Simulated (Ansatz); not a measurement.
# Generalised stacking fault on (110) of a LiCl-LiBr solid solution (56 atoms): geometry optimisation

Wanted: the relaxed structure of generalised stacking fault on (110) of a LiCl-LiBr solid solution (56 atoms) and its electronic structure.

Main program and level: Ansatz 0.2.0; Kohn-Sham DFT, revPBE, PAW (set soft_2), plane waves.

This is a report of a sequence of runs, with most program output left out.

### Step 1. The starting structure

The cell holds 56 atoms: 28 Li, 10 Br and 18 Cl. Its edges and angles: a = 7.448 Å, b = 5.266 Å, c = 26.313 Å, α = 90.0°, β = 86.6°, γ = 90.0°. It derives from LiCl and LiBr. Rock-salt LiCl lattice (a = 5.2663 Å, the value set for the mixture), cell with z along [110], 2 x 1 x 7 periods; the third cell vector is tilted by 0.417 of 1/2[1-10] and lengthened by 0.2 Å, so the cell holds one fault; displaced by a Gaussian of 0.01 Å; 10 of 28 Cl sites given to Br at random (lattice constant by Vegard's rule between LiCl and LiBr).

Limits known from the start: The cell is under 6 Å thick along one periodic direction, so every atom has periodic images of itself close by, which move with it and show among its neighbours and in g(r). Atoms were free to move along the slip, so the relaxation can undo part or all of it. The host structure and its lattice constant were typed by rule, without a check against the phase diagram.

### Step 2. Single point at the start

The forces at the start show how far the geometry lies from a minimum of this functional.

input.yaml

```yaml
crystal:
  lattice:
    - [7.44767, 0.0, 0.0]
    - [0.0, 5.2663, 0.0]
    - [1.55157, 0.0, 26.26686]
  atoms:
    - { symbol: Li, position: [0.79513, 0.00218, 0.992] }
    - { symbol: Br, position: [0.7351, 0.0014, 0.07085] }
    - { symbol: Li, position: [0.97089, 0.99891, 0.14148] }
    - { symbol: Cl, position: [0.70462, 0.00223, 0.21221] }
    - { symbol: Li, position: [0.94193, 0.00101, 0.28303] }
    - { symbol: Cl, position: [0.6754, 0.00063, 0.35393] }
    - { symbol: Li, position: [0.91005, 0.00064, 0.42515] }
    - { symbol: Cl, position: [0.64661, 0.00185, 0.49638] }
[... 44 atom lines left out ...]
    - { symbol: Li, position: [0.58748, 0.50001, 0.77954] }
    - { symbol: Br, position: [0.32065, 0.50152, 0.85002] }
    - { symbol: Li, position: [0.55706, 0.49745, 0.92088] }
    - { symbol: Br, position: [0.29243, 0.50399, 0.99235] }
kpoints:
  mp_grid: { grid: [2, 3, 1] }
hamiltonian:
  xc: revpbe
scf:
  occupations: { method: fermi_dirac, width: 0.05 }
output:
  forces: true
  stress: true
  populations: true
  dos:
    method: { smearing: { sigma: 0.1 } }
    de: 0.1
    projected: { site_lists: { Br: [Br], Cl: [Cl], Li: [Li] } }
  eigenvalues: true
```

Launch:

```sh
ansatz run input.yaml --threads 4 --pin off --max-ram 8192MiB --backend cpu --events-out ev --progress --plain --runs-dir out
```

Elapsed: 90 s, on 4 threads of Arm Neoverse N1, shared host; peak memory 3 GiB.

Read from the output:

| Item | Value |
| --- | --- |
| free energy | -53195.8670 eV |
| free energy per atom | -949.9262 eV/atom |
| SCF cycles | 7 |
| pressure | 2.893 GPa |
| r.m.s. force component | 0.4657 eV/Å |
| longest force | 2.518 eV/Å |
| Fermi energy | 5.01 eV |
| gap (highest filled to lowest empty level) | 5.557 eV |
| spilling of the projection | 0.005802 |

The r.m.s. force component of 0.47 eV/Å and the pressure of 2.9 GPa set the starting point.

Neighbours are counted within 3.06 Å (Li-Cl), 3.02 Å (Li-Br).

Length of the force by element and coordination:

| element | coordination | atoms | mean length of the force (eV/Å) | spread | least | most |
| --- | --- | --- | --- | --- | --- | --- |
| Br | all | 10 | 0.765 | 1.05 | 0.0236 | 2.52 |
| Br | 5 | 3 | 2.35 | 0.194 | 2.08 | 2.52 |
| Br | 6 | 7 | 0.0843 | 0.0404 | 0.0236 | 0.161 |
| Cl | all | 18 | 0.146 | 0.296 | 0.0285 | 1.36 |
| Cl | 5 | 1 | 1.36 | 0 | 1.36 | 1.36 |
| Cl | 6 | 17 | 0.075 | 0.0365 | 0.0285 | 0.174 |
| Li | all | 28 | 0.428 | 0.670 | 0.0101 | 2.39 |
| Li | 5 | 4 | 1.96 | 0.585 | 0.956 | 2.39 |
| Li | 6 | 24 | 0.172 | 0.0945 | 0.0101 | 0.282 |

### Step 3. Relaxation

The atoms are relaxed in the fixed cell, aiming at the force tolerance of the input.

input.yaml, the sections that differ from step 2:

```yaml
output:
  forces: true
relax:
  f_tol: 0.03
  max_steps: 200
# crystal, kpoints, hamiltonian, scf: as in step 2
```

Elapsed: 6.5 min, on 4 threads; peak memory 3 GiB; 20 min of CPU time.

Step by step:

| step | energy less that of the first step (eV) | largest force component (eV/Å) |
| --- | --- | --- |
| 1 | 0.0000 | 2.4782 |
| 2 | -1.0622 | 1.1839 |
| 3 | -1.5532 | 0.3593 |
| 4 | -1.7019 | 0.0491 |
| 5 | -1.7618 | 0.0315 |
| 6 | -1.8121 | 0.0541 |
| 7 | -1.8360 | 0.0833 |
| 8 | -1.7720 | 0.3112 |
| 9 | -1.8593 | 0.0258 |
| 10 | -1.8626 | 0.0283 |

Relaxation step 8 was tried and not accepted.

The atoms that moved most (Å):

| atom | dx | dy | dz | length |
| --- | --- | --- | --- | --- |
| Li29 | -0.841 | -0.026 | -0.110 | 0.848 |
| Br16 | -0.761 | -0.021 | -0.156 | 0.777 |
| Li55 | 0.759 | 0.016 | 0.032 | 0.760 |
| Br56 | 0.744 | -0.018 | -0.002 | 0.744 |
| Li15 | 0.721 | -0.020 | -0.124 | 0.732 |
| Cl42 | 0.725 | -0.003 | -0.001 | 0.725 |
| Li1 | 0.713 | -0.009 | -0.076 | 0.717 |
| Br2 | -0.696 | -0.006 | -0.133 | 0.709 |

The relaxation changed the energy by -33.3 meV/atom, and atoms moved by 0.47 Å r.m.s., 0.85 Å at most.

### Step 4. Distances and neighbours after relaxation

Bonds before and after, by the cutoffs listed below:

| pair | bonds before | bonds after | mean before (Å) | mean after (Å) | spread before (Å) | spread after (Å) |
| --- | --- | --- | --- | --- | --- | --- |
| Li-Cl | 107 | 108 | 2.629 | 2.612 | 0.052 | 0.084 |
| Li-Br | 57 | 60 | 2.603 | 2.696 | 0.124 | 0.080 |

Density 2.63 g/cm³, 18.40 Å³ an atom.

Pair distribution functions g(r), in bins of 0.2 Å:

| r (Å) | total | Li-Li | Li-Cl | Li-Br | Cl-Cl | Cl-Br | Br-Br |
| --- | --- | --- | --- | --- | --- | --- | --- |
| 2.40 | 0.38 | 0.00 | 1.20 | 0.00 | 0.00 | 0.00 | 0.00 |
| 2.60 | 4.83 | 0.00 | 10.55 | 8.00 | 0.00 | 0.00 | 0.00 |
| 2.80 | 1.09 | 0.00 | 1.08 | 4.12 | 0.00 | 0.00 | 0.00 |
| 3.00 | 0.03 | 0.00 | 0.09 | 0.00 | 0.00 | 0.00 | 0.00 |
| 3.20 | 0.00 | 0.00 | 0.00 | 0.00 | 0.00 | 0.00 | 0.00 |
| 3.40 | 0.04 | 0.17 | 0.00 | 0.00 | 0.00 | 0.00 | 0.00 |
| 3.60 | 2.24 | 5.13 | 0.00 | 0.00 | 6.10 | 2.53 | 1.22 |
| 3.80 | 3.75 | 6.24 | 0.00 | 0.00 | 7.01 | 9.39 | 12.12 |
| 4.00 | 0.27 | 1.06 | 0.00 | 0.00 | 0.00 | 0.00 | 0.00 |
| 4.20 | 0.00 | 0.00 | 0.00 | 0.00 | 0.00 | 0.00 | 0.00 |
| 4.40 | 0.52 | 0.00 | 1.15 | 0.81 | 0.00 | 0.00 | 0.00 |
| 4.60 | 2.00 | 0.00 | 3.81 | 4.38 | 0.00 | 0.00 | 0.00 |
| 4.80 | 0.28 | 0.00 | 0.66 | 0.39 | 0.00 | 0.00 | 0.00 |
| 5.00 | 0.27 | 0.66 | 0.00 | 0.00 | 0.59 | 0.35 | 0.00 |
| 5.20 | 0.78 | 1.36 | 0.00 | 0.00 | 1.92 | 1.19 | 3.25 |
| 5.40 | 0.37 | 0.77 | 0.00 | 0.00 | 0.61 | 0.93 | 0.27 |
| 5.60 | 0.51 | 0.37 | 0.86 | 0.41 | 0.17 | 0.45 | 0.00 |
| 5.80 | 2.13 | 0.00 | 4.58 | 3.68 | 0.00 | 0.00 | 0.00 |
| 6.00 | 2.08 | 0.00 | 3.66 | 5.06 | 0.00 | 0.00 | 0.00 |
| 6.20 | 0.79 | 0.97 | 1.01 | 0.89 | 0.26 | 0.35 | 0.00 |
| 6.40 | 2.35 | 4.44 | 0.00 | 0.00 | 4.94 | 4.93 | 5.17 |
| 6.60 | 1.42 | 2.66 | 0.00 | 0.00 | 3.06 | 3.02 | 3.04 |
| 6.80 | 0.12 | 0.34 | 0.00 | 0.00 | 0.11 | 0.20 | 0.00 |
| 7.00 | 0.00 | 0.00 | 0.00 | 0.00 | 0.00 | 0.00 | 0.00 |
| 7.20 | 0.15 | 0.46 | 0.00 | 0.00 | 0.38 | 0.00 | 0.00 |
| 7.40 | 0.83 | 1.61 | 0.00 | 0.00 | 1.62 | 1.64 | 2.08 |
| 7.60 | 0.69 | 0.88 | 0.27 | 0.33 | 1.10 | 1.62 | 0.85 |
| 7.80 | 1.46 | 0.21 | 2.77 | 2.90 | 0.00 | 0.00 | 0.00 |

Bonds by pair of elements; cutoffs follow the first minimum of g(r), held within bounds set by covalent radii, and pairs that aren't listed don't count as bonded:

| pair A-B | cutoff (Å) | bonds | mean length (Å) | spread (Å) | shortest (Å) | B about A | A about B |
| --- | --- | --- | --- | --- | --- | --- | --- |
| Li-Cl | 3.06 | 108 | 2.61 | 0.084 | 2.45 | 3.86 | 6 |
| Li-Br | 3.23 | 60 | 2.70 | 0.08 | 2.60 | 2.14 | 6 |

How many atoms have how many bonded neighbours:

| element | mean | 6 |
| --- | --- | --- |
| Br | 6 | 10 |
| Cl | 6 | 18 |
| Li | 6 | 28 |

Bond angles (no mean is given where the spread exceeds 20°):

| angle | count | mean (°) | spread (°) |
| --- | --- | --- | --- |
| Li-Cl-Li | 270 | - | - |
| Br-Li-Cl | 184 | - | - |
| Cl-Li-Cl | 178 | - | - |
| Li-Br-Li | 150 | - | - |
| Br-Li-Br | 58 | - | - |

With the cutoffs above, all Br atoms have 6, all Cl atoms have 6 and all Li atoms have 6 bonded neighbours.

### Step 5. Single point at the relaxed geometry

The electronic structure is read at the final geometry, in a run of its own.

input.yaml

```yaml
crystal:
  lattice:
    - [7.44767, 0.0, 0.0]
    - [0.0, 5.2663, 0.0]
    - [1.55157, 0.0, 26.26686]
  atoms:
    - { symbol: Li, position: [0.89144, 0.0004, 0.9891] }
    - { symbol: Br, position: [0.64264, 0.00021, 0.0658] }
    - { symbol: Li, position: [0.89183, 0.00048, 0.1431] }
    - { symbol: Cl, position: [0.64196, 0.00043, 0.21119] }
    [... 46 atom lines left out ...]
    - { symbol: Li, position: [0.64793, 0.50036, 0.63752] }
    - { symbol: Br, position: [0.38961, 0.50037, 0.70871] }
    - { symbol: Li, position: [0.65815, 0.5004, 0.77996] }
    - { symbol: Br, position: [0.39277, 0.50045, 0.85016] }
    - { symbol: Li, position: [0.65877, 0.50047, 0.92209] }
    - { symbol: Br, position: [0.39232, 0.50054, 0.99228] }
kpoints:
  mp_grid: { grid: [2, 3, 1] }
hamiltonian:
  xc: revpbe
scf:
  occupations: { method: fermi_dirac, width: 0.05 }
output:
  forces: true
  stress: true
  populations: intrinsic
  dos:
    method: { smearing: { sigma: 0.08 } }
    de: 0.1
    projected: { site_lists: { Br: [Br], Cl: [Cl], Li: [Li] } }
  eigenvalues: true
  write_density: true
  write_potential: true
  volumetric_format: npy
```

The job ended after 93 s (4 threads; peak memory 3 GiB; 5 min of CPU time).

Numbers from this run:

| Quantity | Value |
| --- | --- |
| free energy | -53197.7295 eV |
| free energy per atom | -949.9595 eV/atom |
| SCF cycles | 6 |
| pressure | 1.896 GPa |
| r.m.s. force component | 0.00648 eV/Å |
| longest force | 0.03283 eV/Å |
| Fermi energy | 5.119 eV |
| gap (highest filled to lowest empty level) | 5.344 eV |

Intrinsic-atomic-orbital charges by element:

| element | coordination | atoms | mean charge (e) | spread | least | most |
| --- | --- | --- | --- | --- | --- | --- |
| Br | all | 10 | -0.619 | 0.0038 | -0.625 | -0.613 |
| Cl | all | 18 | -0.693 | 0.0029 | -0.698 | -0.687 |
| Li | all | 28 | 0.666 | 0.0143 | 0.633 | 0.690 |

Charge against the make-up of the first shell:

| Cl neighbours of Li | atoms | mean charge (e) |
| --- | --- | --- |
| 1 | 1 | 0.633 |
| 2 | 4 | 0.647 |
| 3 | 4 | 0.657 |
| 4 | 12 | 0.668 |
| 5 | 3 | 0.679 |
| 6 | 4 | 0.69 |

States in the cell by windows of 1 eV, zero at the Fermi level; the larger projections on atomic orbitals stand beside the total:

| from (eV) | to (eV) | total | Cl p | Br p | Li s | Cl s | Br s |
| --- | --- | --- | --- | --- | --- | --- | --- |
| -18 | -17 | 0.0 | 0.0 | 0.0 | 0.0 | 0.0 | 0.0 |
| -17 | -16 | 35.6 | 0.0 | 0.0 | 3.3 | 30.9 | 1.4 |
| -16 | -15 | 20.4 | 0.0 | 0.0 | 1.1 | 2.5 | 16.7 |
| -15 | -7 | 0.0 | 0.0 | 0.0 | 0.0 | 0.0 | 0.0 |
| -7 | -6 | 2.3 | 1.7 | 0.4 | 0.1 | 0.0 | 0.0 |
| -6 | -5 | 51.8 | 34.8 | 12.4 | 3.8 | 0.3 | 0.2 |
| -5 | -4 | 59.0 | 43.9 | 13.2 | 1.0 | 0.1 | 0.1 |
| -4 | -3 | 52.3 | 22.8 | 28.7 | 0.2 | 0.0 | 0.0 |
| -3 | -2 | 2.6 | 0.2 | 2.3 | 0.0 | 0.0 | 0.0 |
| -2 | 2 | 0.0 | 0.0 | 0.0 | 0.0 | 0.0 | 0.0 |
| 2 | 3 | 0.3 | 0.0 | 0.0 | 0.2 | 0.1 | 0.0 |
| 3 | 4 | 11.5 | 0.4 | 0.2 | 4.2 | 0.7 | 0.5 |
| 4 | 5 | 38.4 | 0.8 | 0.5 | 14.2 | 0.8 | 0.6 |

The curve was stored every 0.10 eV, coarse against its broadening of 0.08 eV, so these counts are rough.

About 56 of the 280 electrons lie in deeper levels, below the stored range.

The levels nearest the highest filled one (over half full), pooled over k-points and spins:

| level less the highest filled one (eV) | occupation |
| --- | --- |
| -0.344 | 2 |
| -0.321 | 2 |
| -0.283 | 2 |
| -0.172 | 2 |
| -0.141 | 2 |
| 0 | 2 |
| 5.34 | 0 |
| 5.79 | 0 |
| 5.80 | 0 |
| 6.09 | 0 |
| 6.11 | 0 |
| 6.15 | 0 |

Valence density in the ca plane at fractional y = 0.000, with atoms of Li and Br and Cl within 0.2 Å of it. It is the smooth field of the valence electrons, not physical close to the nuclei.

Values in e/Å³, 11 rows by 16 columns, each cell a mean:
```
0.5 0.1 0.1 1.7 0.7 0.2 0.1 1.7 0.1 0.2 0.1 1.7 0.1 0.1 0.7 1.5
0.7 0.1 0.1 1.9 0.9 0.1 0.1 3.2 0.1 0.1 0.1 3.3 0.1 0.1 0.9 2.1
0.2 0.7 0.5 0.1 0.2 0.8 0.3 0.1 0.3 0.8 0.2 0.1 0.4 0.7 0.1 0.1
0.3 0.8 0.8 0.1 0.4 1.2 0.9 0.1 0.8 1.2 0.5 0.1 1.0 1.2 0.4 0.2
0.2 0.9 0.8 0.1 0.3 1.3 0.8 0.1 0.6 1.4 0.5 0.1 0.8 1.4 0.3 0.1
0.1 0.3 0.3 0.2 0.1 0.3 0.2 0.9 0.2 0.4 0.1 0.4 0.2 0.4 0.2 0.2
0.7 0.1 0.1 2.9 1.3 0.0 0.0 3.9 0.2 0.1 0.2 4.1 0.1 0.1 1.3 2.9
0.2 0.3 0.2 0.5 0.3 0.2 0.1 0.1 0.2 0.3 0.1 0.4 0.2 0.3 0.3 0.6
0.2 0.9 0.7 0.1 0.3 1.3 0.5 0.1 0.5 1.0 0.4 0.1 0.7 1.3 0.2 0.1
0.3 0.7 0.8 0.1 0.5 1.1 0.9 0.1 0.7 0.6 0.6 0.1 1.0 1.1 0.4 0.2
0.2 0.8 0.6 0.1 0.2 1.1 0.5 0.1 0.4 0.9 0.3 0.1 0.4 1.0 0.2 0.1
```
Columns run along c (16.0 Å, from fractional 0.00 to 0.61 of the cell), rows up along a (7.4 Å). Atoms in or near the plane, at fractional coordinates: Br at (0.07, 0.64), Li at (0.14, 0.89), Cl at (0.21, 0.64), Li at (0.28, 0.88), Cl at (0.35, 0.64), Li at (0.43, 0.88), Cl at (0.50, 0.64), Li at (0.57, 0.89), Br at (0.06, 0.14), Li at (0.14, 0.38), Cl at (0.21, 0.13), Li at (0.28, 0.41), Br at (0.35, 0.14), Li at (0.43, 0.40) and more.

Electrostatic potential energy in the ca plane at fractional y = 0.000, with atoms of Li and Br and Cl within 0.2 Å of it. With pseudopotentials it is smooth inside the atoms' cores, unlike the true potential.

Ten even steps from '0' (-54 eV) to '9' (7 eV), each cell a mean:
```
79999999976789999997679999999976799999997679
58999999853479999985358999999853589999985348
58999999863579999985347999999853489999985357
79999999987789999997678999999976789999997678
99986689999999878999999987899998999888999999
99830048999997424799999853369999997434899999
99710006999996101599999730038999996101599999
99710006999996201599999830038999996201599999
99951148999998534799999964369999998533799999
99998889999999988999889998899998999888999999
79999999976799999997557999999866799999997679
58999999853579999986336999999743589999985358
58999999853479999997557999999854589999985347
79999999976789999999889999999987899999997678
99987799999999889999999987789999999888999999
99841158999998545899999841158999997434799999
99610017999995102699999600017999996101599999
99710017999995101599999710007999996201599999
99841048999997423799999841038999998534799999
99987789999999878999999987789999999988999999
```
Columns run along c (16.0 Å, from fractional 0.00 to 0.61 of the cell; values clipped at the 3rd and 97th percentile), rows up along a (7.4 Å). Atoms in or near the plane, at fractional coordinates: Br at (0.07, 0.64), Li at (0.14, 0.89), Cl at (0.21, 0.64), Li at (0.28, 0.88), Cl at (0.35, 0.64), Li at (0.43, 0.88), Cl at (0.50, 0.64), Li at (0.57, 0.89), Br at (0.06, 0.14), Li at (0.14, 0.38), Cl at (0.21, 0.13), Li at (0.28, 0.41), Br at (0.35, 0.14), Li at (0.43, 0.40) and more.

Mean intrinsic-atomic-orbital charges: Br -0.62, Cl -0.69, Li +0.67 e. The charge on Li changes by +0.011 e for each Cl neighbour that takes the place of another kind, on average. The largest share in the top eV of filled states is Br p (69 % of the projected weight), and in the lowest eV of empty states Li s (72 % of the projected weight).

A closer look about Li33, whose charge lies farthest from its element's mean: 10 atoms, nearest first, numbered in the order of the input, with positions taken from that point.

| atom | x | y | z | distance (Å) | bonds | intrinsic-atomic-orbital charge (e) |
| --- | --- | --- | --- | --- | --- | --- |
| Li33 | 0.00 | 0.00 | 0.00 | 0.00 | 6 | 0.63 |
| Br46 | 1.86 | 0.00 | -1.84 | 2.61 | 6 | -0.62 |
| Br34 | -1.69 | 0.00 | 2.02 | 2.63 | 6 | -0.62 |
| Br20 | 0.06 | 2.63 | 0.08 | 2.63 | 6 | -0.62 |
| Br20 | 0.06 | -2.63 | 0.08 | 2.64 | 6 | -0.62 |
| Cl32 | -1.91 | 0.00 | -1.84 | 2.65 | 6 | -0.69 |
| Br48 | 2.07 | 0.00 | 2.00 | 2.88 | 6 | -0.62 |
| Li47 | -3.59 | 0.00 | 0.02 | 3.59 | 6 | 0.66 |
| Li31 | -0.28 | 0.00 | -3.74 | 3.75 | 6 | 0.67 |
| Li19 | 2.01 | 2.63 | -1.75 | 3.75 | 6 | 0.66 |

The column of bonds counts only the pairs Li-Cl within 3.06 Å, Li-Br within 3.23 Å; other neighbours, such as metal atoms beside each other in a compound, aren't counted, and periodic images can show an atom twice.

### Step 6. Outcome

- energy change in the relaxation: -33.26 meV/atom
- r.m.s. displacement: 0.465 Å
- largest displacement: 0.848 Å
- free energy per atom: -949.9595 eV/atom
- density: 2.63 g/cm³
- pressure: 1.896 GPa
- r.m.s. force component: 0.00648 eV/Å
- gap (highest filled to lowest empty level): 5.344 eV
- wall time of the 3 DFT runs: 9.6 min

In words: Relaxation lowers the energy by 33.3 meV/atom and moves atoms by 0.47 Å r.m.s.; the r.m.s. force component goes from 0.47 to 0.0065 eV/Å, the pressure goes from 2.9 to 1.9 GPa, and the gap from 5.56 to 5.34 eV. By the final cutoffs 0 of 164 bonded pairs parted and 4 joined. Afterwards all atoms of each element have one and the same coordination, so bonds have reconnected across the defect, which no longer shows in the counts. Layers on the two sides of the fault moved in opposite directions along the plane, so much of the imposed slip has spread into a shear of the crystal. First to last step the energy falls by 1.863 eV; the largest move, 0.85 Å, is that of Li29. The Li-Br bonds change most in mean length: from 2.603 Å (spread 0.124) to 2.696 Å (spread 0.080), and their number from 57 to 60. With the cutoffs above, all Br atoms have 6, all Cl atoms have 6 and all Li atoms have 6 bonded neighbours. The highest filled and lowest empty levels differ by 5.34 eV on the run's k-points; the mesh holds the band edges only if they fold onto it, so the gap at this level can be narrower or closed, while semilocal functionals tend to narrow gaps against experiment.

What to keep in mind: Atoms were free to move along the slip, so the relaxation can undo part or all of it. The pressure of 1.9 GPa means that a free cell would grow at this level.

[Logs are printed without paths, hosts, clocks, repeated set-up lines and the standing remarks that a program may print on its own settings, such as how far it seeks lower states.]

[Hosts, paths, dates, database ids (printed as entryN), source tags and the programs' standing remarks are cut or masked in the printed files.]
